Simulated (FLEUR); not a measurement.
# Magnetic state of GdN from several starts

Wanted: the moments of GdN and the energy of each order that was tried.

Program: FLEUR MaX-R8.1. Level of theory: LDA (VWN) with U = 4.02 eV, J = 0.7 eV on Gd f; all-electron FLAPW, Dirac cores, scalar-relativistic bands. Results are calculated unless marked as measured.

The database entry behind the starting cell differs from later determinations by our own check (about 0.3 % long), so it need not match the best structure at ambient conditions.

### 1. The starting structure

Symmetry: Fm-3m, No. 225, cubic system. Conventional cell: a = 4.999 Å, b = 4.999 Å, c = 4.999 Å, α = 90.00°, β = 90.00°, γ = 90.00°. Nearest to Gd lie 6 N at 2.50 Å. N has 6 Gd at 2.50 Å nearest. Farther neighbours and most contacts between anions are not listed.

As a file:

```
Gd N
1.0
     0.00000    2.49950    2.49950
     2.49950    0.00000    2.49950
     2.49950    2.49950    0.00000
Gd N
1 1
Direct
  0.00000 0.00000 0.00000
  0.50000 0.50000 0.50000
```

### 2. Order 1, typed as ferro +

The parallel start is the test of whether parallel moments hold. A Hubbard U acts on the open shell, since semilocal functionals spread its electrons too much.

The file n_mmp_mat seeds the f occupations with whole cubic orbitals by Hund's first rule, so that the U acts from the first pass. inpgen writes inp.xml from crystal.txt; cutoffs, mixing, functional, smearing and local orbitals are then set in the file. The k list default-1 (kpts.xml, not shown) is a Γ-centred 8×8×8 mesh; where the ranks do not divide the number of points, some are split in two of half the weight.

inp.xml

```
<?xml version="1.0" encoding="UTF-8" standalone="no"?>
<fleurInput fleurInputVersion="0.39">
   <comment>
      GdN
   </comment>
   <calculationSetup>
      <cutoffs Kmax="3.61" Gmax="10.8" GmaxXC="10.8" numbands="0"/>
      <scfLoop itmax="130" minDistance="0.0001" maxIterBroyd="15" imix="Anderson" alpha="0.05" precondParam="0.0" spinf="2.0" sdNocoIR="T"/>
      <coreElectrons ctail="T" frcor="F" kcrel="0" coretail_lmax="0"/>
      <xcFunctional name="vwn" relativisticCorrections="F"/>
      <magnetism jspins="2"/>
      <soc l_soc="F" theta="0.0" phi="0.0" spav="F"/>
      <expertModes spex="0" secvar="F"/>
      <geometryOptimization l_f="F" forcealpha="1.0" forcemix="BFGS" epsdisp="0.00001" epsforce="0.00001"/>
      <ldaU l_linMix="F" mixParam="0.05" spinf="1.0"/>
   </calculationSetup>
   <cell>
      <bzIntegration valenceElectrons="23.0" mode="hist" fermiSmearingEnergy="0.00110248">
         <kPointListSelection listName="default-1"/>
         <xi:include xmlns:xi="http://www.w3.org/2001/XInclude" href="kpts.xml"> </xi:include>
      </bzIntegration>
      <xi:include xmlns:xi="http://www.w3.org/2001/XInclude" href="sym.xml"> </xi:include>
      <bulkLattice scale="1.0">
         <bravaisMatrix>
            <row-1>    0.0000000000000000     4.7233704484376995     4.7233704484376995</row-1>
            <row-2>    4.7233704484376995     0.0000000000000000     4.7233704484376995</row-2>
            <row-3>    4.7233704484376995     4.7233704484376995     0.0000000000000000</row-3>
         </bravaisMatrix>
      </bulkLattice>
   </cell>
   <atomSpecies>
      <species name="Gadolinium7.000" element="Gd" atomicNumber="64">
         <mtSphere radius="2.8" gridPoints="925" logIncrement="0.014"/>
         <atomicCutoffs lmax="10" lnonsphr="8"/>
         <electronConfig flipSpins="F">
            <coreConfig>(1s1/2) (2s1/2) (2p1/2) (2p3/2) (3s1/2) (3p1/2) (3p3/2) (4s1/2) (3d3/2) (3d5/2) (4p1/2) (4p3/2) (4d3/2) (4d5/2)</coreConfig>
            <valenceConfig>(5s1/2) (5p1/2) (5p3/2) (6s1/2) (4f5/2) (4f7/2) (5d3/2) (5d5/2)</valenceConfig>
            <stateOccupation state="(4f5/2)" spinUp="2.5" spinDown="0.5"/>
            <stateOccupation state="(4f7/2)" spinUp="4.0" spinDown="0.0"/>
            <stateOccupation state="(5d3/2)" spinUp="0.4" spinDown="0.0"/>
            <stateOccupation state="(5d5/2)" spinUp="0.6" spinDown="0.0"/>
         </electronConfig>
         <energyParameters s="6" p="6" d="5" f="4"/>
         <ldaU l="3" U="4.02" J="0.7" l_amf="F"/>
         <lo type="SCLO" l="0" n="5" eDeriv="0"/>
         <lo type="SCLO" l="1" n="5" eDeriv="0"/>
      </species>
      <species name="Nitrogen (N)" element="N" atomicNumber="7">
         <mtSphere radius="1.66" gridPoints="549" logIncrement="0.019"/>
         <atomicCutoffs lmax="6" lnonsphr="4"/>
         <electronConfig flipSpins="F">
            <coreConfig>(1s1/2)</coreConfig>
            <valenceConfig>(2s1/2) (2p1/2) (2p3/2)</valenceConfig>
            <stateOccupation state="(2p1/2)" spinUp="0.500000" spinDown="0.500000"/>
            <stateOccupation state="(2p3/2)" spinUp="1.000000" spinDown="1.000000"/>
         </electronConfig>
         <energyParameters s="2" p="2" d="3" f="4"/>
      </species>
   </atomSpecies>
   <atomGroups>
      <atomGroup species="Gadolinium7.000">
         <relPos label="                   1">.0000000000 .0000000000 .0000000000</relPos>
         <force calculate="T" relaxXYZ="TTT"/>
      </atomGroup>
      <atomGroup species="Nitrogen (N)">
         <relPos label="                   2">1.000/2.000 1.000/2.000 1.000/2.000</relPos>
         <force calculate="T" relaxXYZ="TTT"/>
      </atomGroup>
   </atomGroups>
   <output dos="F" band="F" slice="F">
      <bandDOS minEnergy="-.5*Htr" maxEnergy="0.5*Htr" sigma="0.015" storeEVData="T"/>
      <plotting iplot="0" polar="F">
         <plot TwoD="T" vec1="  1.0  0.0  0.0" vec2="  0.0  1.0  0.0" vec3="  0.0  0.0  1.0" zero="  0.0  0.0  0.0" file="plot"/>
      </plotting>
      <moessbauerParams electricFieldGradient="F" isomerShift="F" coreHyperfine="F" valenceHyperfine="F"/>
   </output>
</fleurInput>
```

crystal.txt

```
GdN
&input film=F cartesian=F /
0.00000000000  2.49950000000  2.49950000000
2.49950000000  0.00000000000  2.49950000000
2.49950000000  2.49950000000  0.00000000000
1.8897261246
1.0 1.0 1.0

2
64 0.00000000000  0.00000000000  0.00000000000 : 7.000
7 0.50000000000  0.50000000000  0.50000000000

&kpt div1=8 div2=8 div3=8 gamma=T /
```

The run is started by

```sh
$ OMP_NUM_THREADS=1 inpgen -f crystal.txt > inpgen.log  # inp.xml is then edited as shown
$ OMP_NUM_THREADS=1 mpirun -n 4 fleur_MPI > fleur.log
```

The log of the run:

```text
Welcome to FLEUR        (www.flapw.de)
      MaX-Release 8.1          (www.max-centre.eu)

 ========== k-point set info ==========
 Selected k-point list: default-1
 k-point list type: mesh
 0 x 0 x 0
 Number of k points: 32

 ------------Calculation Setup---------------------------
 Number of MPI-tasks      :            4
 Number of PE/node        :            4
 Number of OMP-threads    :            1
 k-points in parallel     :            4
 pe's per k-point         :            1
 No of k-point loops      :            8
 Eigenvalue solver        :       lapack
 Number of basis functions:          188
 Approximate size of matrices (H+S) per k-point:         0.001 GB
 --------------------------------------------------------
 Iteration:     1   Distance:      26.70170550 me/bohr^3
 Iteration:     2   Distance:      25.72710619 me/bohr^3
 Iteration:     3   Distance:      19.22268475 me/bohr^3
 Iteration:     4   Distance:      14.77911135 me/bohr^3
 Iteration:     5   Distance:       2.96155077 me/bohr^3
 Iteration:     6   Distance:       2.16039065 me/bohr^3
 Iteration:     7   Distance:       0.92279612 me/bohr^3
 Iteration:     8   Distance:       0.73300840 me/bohr^3
 Iteration:     9   Distance:       0.05439277 me/bohr^3
 Iteration:    10   Distance:       0.03616036 me/bohr^3
 Iteration:    11   Distance:       0.00788521 me/bohr^3
 Iteration:    12   Distance:       0.00802504 me/bohr^3
 Iteration:    13   Distance:       0.00311113 me/bohr^3
 Iteration:    14   Distance:       0.00146882 me/bohr^3
 Iteration:    15   Distance:       0.00111662 me/bohr^3
 Iteration:    16   Distance:       0.00105394 me/bohr^3
 Iteration:    17   Distance:       0.00076185 me/bohr^3
 Iteration:    18   Distance:       0.00024621 me/bohr^3
 Iteration:    19   Distance:       0.00013144 me/bohr^3
 Iteration:    20   Distance:       0.00001810 me/bohr^3

 ********************************************************************
 Run finished successfully
 Stop message:
   all done
 ********************************************************************

--- out.xml (last complete iteration) ---
<iteration numberForCurrentRun="   20" overallNumber="   20">
         [... left out ...]
         <bandgap value="0.0668901757" units="eV"/>
         <sumValenceSingleParticleEnergies value="-2.3536550417" units="Htr"/>
         <FermiEnergy value="0.3300942794" units="Htr"/>
         <valenceDensity>
            <mtCharges spin="1">
               <mtCharge atomType="1" total="11.6223775" s="1.0886430" p="3.0367048" d="0.4956319" f="6.9889091"/>
               <mtCharge atomType="2" total="1.9586073" s="0.6792627" p="1.2749897" d="0.0036861" f="0.0005533"/>
            </mtCharges>
            <mtCharges spin="2">
               <mtCharge atomType="1" total="4.5937198" s="1.0813351" p="3.0123175" d="0.3919397" f="0.0949580"/>
               <mtCharge atomType="2" total="2.0555370" s="0.6875862" p="1.3650799" d="0.0023939" f="0.0003942"/>
            </mtCharges>
            <spinDependentCharge spin="1" total="15.0000000" interstitial="1.4190152" mtSpheres="13.5809848"/>
            <spinDependentCharge spin="2" total="8.0000000" interstitial="1.3507432" mtSpheres="6.6492568"/>
            <totalCharge value="23.0000000000"/>
         </valenceDensity>
         [... left out ...]
         <allElectronCharges>
            <spinDependentCharge spin="1" total="39.0000000" interstitial="1.4190202" mtSpheres="37.5809798"/>
            <spinDependentCharge spin="2" total="32.0000000" interstitial="1.3507494" mtSpheres="30.6492506"/>
            <totalCharge value="70.9999999918"/>
         </allElectronCharges>
         <magneticMomentsInMTSpheres units="muBohr">
            <globalMagMoment atomType="1" vec="0.00000   0.00000   7.02866"/>
            <localMagMoment atomType="1" vec="0.00000   0.00000   7.02866"/>
            <globalMagMoment atomType="2" vec="0.00000   0.00000  -0.09693"/>
            <localMagMoment atomType="2" vec="0.00000   0.00000  -0.09693"/>
         </magneticMomentsInMTSpheres>
         <moessbauerParams unitsHFF="kG" unitsIS="e/bohr^3" unitsEFG="Htr/bohr^2">
         </moessbauerParams>
         <totalEnergy value="   -11327.5323634425" units="Htr">
            <sumOfEigenvalues value="    -6959.7516303677">
               <coreElectrons value="-6957.3979753260"/>
               <valenceElectrons value="-2.3536550417"/>
            </sumOfEigenvalues>
            <densityCoulombPotentialIntegral value="-18973.3834643405"/>
            <densityEffectivePotentialIntegral value="-19304.1614090817"/>
            <chargeDenXCDenIntegral value="-249.3256857839"/>
            <FockExchangeEnergyValence value="0.0000000000"/>
            <FockExchangeEnergyCore value="0.0000000000"/>
            <atomTypeDependentContributions atomType="1">
               <electronNucleiInteractionDifferentMTs value="13839.0249525412"/>
               <MadelungTerm value="-31.2791020945"/>
            </atomTypeDependentContributions>
            <atomTypeDependentContributions atomType="2">
               <electronNucleiInteractionDifferentMTs value="62.7219492556"/>
               <MadelungTerm value="-3.3245016330"/>
            </atomTypeDependentContributions>
            <dftUCorrection value="-0.4257813220"/>
            <tkbTimesEntropy value="0.0000215433"/>
            <freeEnergy value="-11327.5323849858"/>
            <extrapolationTo0K value="-11327.5323742141"/>
         </totalEnergy>
         <ldaUDensityMatrix>
            <densityMatrixFor spin="1" atomType="1" uIndex="1" l="3" U="4.02000000" J="0.70000000">
               (+0.99995,+0.00000) (+0.00000,+0.00000) (+0.00000,+0.00000) (+0.00000,+0.00000) (+0.00279,+0.00000) (+0.00000,+0.00000) (+0.00000,+0.00000)
               (+0.00000,+0.00000) (+0.99493,+0.00000) (+0.00000,+0.00000) (+0.00000,+0.00000) (+0.00000,+0.00000) (+0.00141,+0.00000) (+0.00000,+0.00000)
               (+0.00000,+0.00000) (+0.00000,+0.00000) (+0.99851,+0.00000) (+0.00000,+0.00000) (+0.00000,+0.00000) (+0.00000,+0.00000) (+0.00279,+0.00000)
               (+0.00000,+0.00000) (+0.00000,+0.00000) (+0.00000,+0.00000) (+1.00211,+0.00000) (+0.00000,+0.00000) (+0.00000,+0.00000) (+0.00000,+0.00000)
               (+0.00279,+0.00000) (+0.00000,+0.00000) (+0.00000,+0.00000) (+0.00000,+0.00000) (+0.99851,+0.00000) (+0.00000,+0.00000) (+0.00000,+0.00000)
               (+0.00000,+0.00000) (+0.00141,+0.00000) (+0.00000,+0.00000) (+0.00000,+0.00000) (+0.00000,+0.00000) (+0.99493,+0.00000) (+0.00000,+0.00000)
               (+0.00000,+0.00000) (+0.00000,+0.00000) (+0.00279,+0.00000) (+0.00000,+0.00000) (+0.00000,+0.00000) (+0.00000,+0.00000) (+0.99995,+0.00000)
            </densityMatrixFor>
            <densityMatrixFor spin="2" atomType="1" uIndex="1" l="3" U="4.02000000" J="0.70000000">
               (+0.01767,+0.00000) (+0.00000,+0.00000) (+0.00000,+0.00000) (+0.00000,+0.00000) (+0.00773,+0.00000) (+0.00000,+0.00000) (+0.00000,+0.00000)
               (+0.00000,+0.00000) (+0.00429,+0.00000) (+0.00000,+0.00000) (+0.00000,+0.00000) (+0.00000,+0.00000) (+0.00341,+0.00000) (+0.00000,+0.00000)
               (+0.00000,+0.00000) (+0.00000,+0.00000) (+0.01368,+0.00000) (+0.00000,+0.00000) (+0.00000,+0.00000) (+0.00000,+0.00000) (+0.00773,+0.00000)
               (+0.00000,+0.00000) (+0.00000,+0.00000) (+0.00000,+0.00000) (+0.02366,+0.00000) (+0.00000,+0.00000) (+0.00000,+0.00000) (+0.00000,+0.00000)
               (+0.00773,+0.00000) (+0.00000,+0.00000) (+0.00000,+0.00000) (+0.00000,+0.00000) (+0.01368,+0.00000) (+0.00000,+0.00000) (+0.00000,+0.00000)
               (+0.00000,+0.00000) (+0.00341,+0.00000) (+0.00000,+0.00000) (+0.00000,+0.00000) (+0.00000,+0.00000) (+0.00429,+0.00000) (+0.00000,+0.00000)
               (+0.00000,+0.00000) (+0.00000,+0.00000) (+0.00773,+0.00000) (+0.00000,+0.00000) (+0.00000,+0.00000) (+0.00000,+0.00000) (+0.01767,+0.00000)
            </densityMatrixFor>
         </ldaUDensityMatrix>
         <ldaUDensityMatrixConvergence>
            <distance spin="1" distance="0.000000"/>
            <distance spin="2" distance="0.000000"/>
         </ldaUDensityMatrixConvergence>
         <densityConvergence units="me/bohr^3">
            <chargeDensity spin="1" distance="0.0000112036"/>
            <chargeDensity spin="2" distance="0.0000094551"/>
            <overallChargeDensity distance="0.0000181003"/>
            <spinDensity distance="0.0000101102"/>
         </densityConvergence>
      </iteration>
```

The job ended after 8 s (4 MPI ranks of Intel Xeon 6975P-C (Granite Rapids), shared host; peak memory 0.21 GiB).

Read from the output:

```
free energy                                                       : -308237.8589 eV
program's band gap on this mesh (in a metal only a level spacing) : 0.06689 eV
magnetization                                                     : 7 μB
final state                                                       : ferromagnetic, with opposed induced moments
largest moment                                                    : 7.029 μB
```

After 20 cycles the largest moment stands at 7.03 μB.

(Continued in part 2 of 2.)

[Logs and program files are shortened in this print: banners, set-up blocks, solver, clock and traceback lines can be left out without a mark of their own.]

[Logs are printed without paths, hosts, clocks, repeated set-up lines and the standing remarks that a program may print on its own settings, such as how far it seeks lower states.]

[Hosts, paths, dates, database ids (printed as entryN), source tags and the programs' standing remarks are cut or masked in the printed files.]

[Where a cell is said to come from a database of computed structures, the database is the Materials Project.]
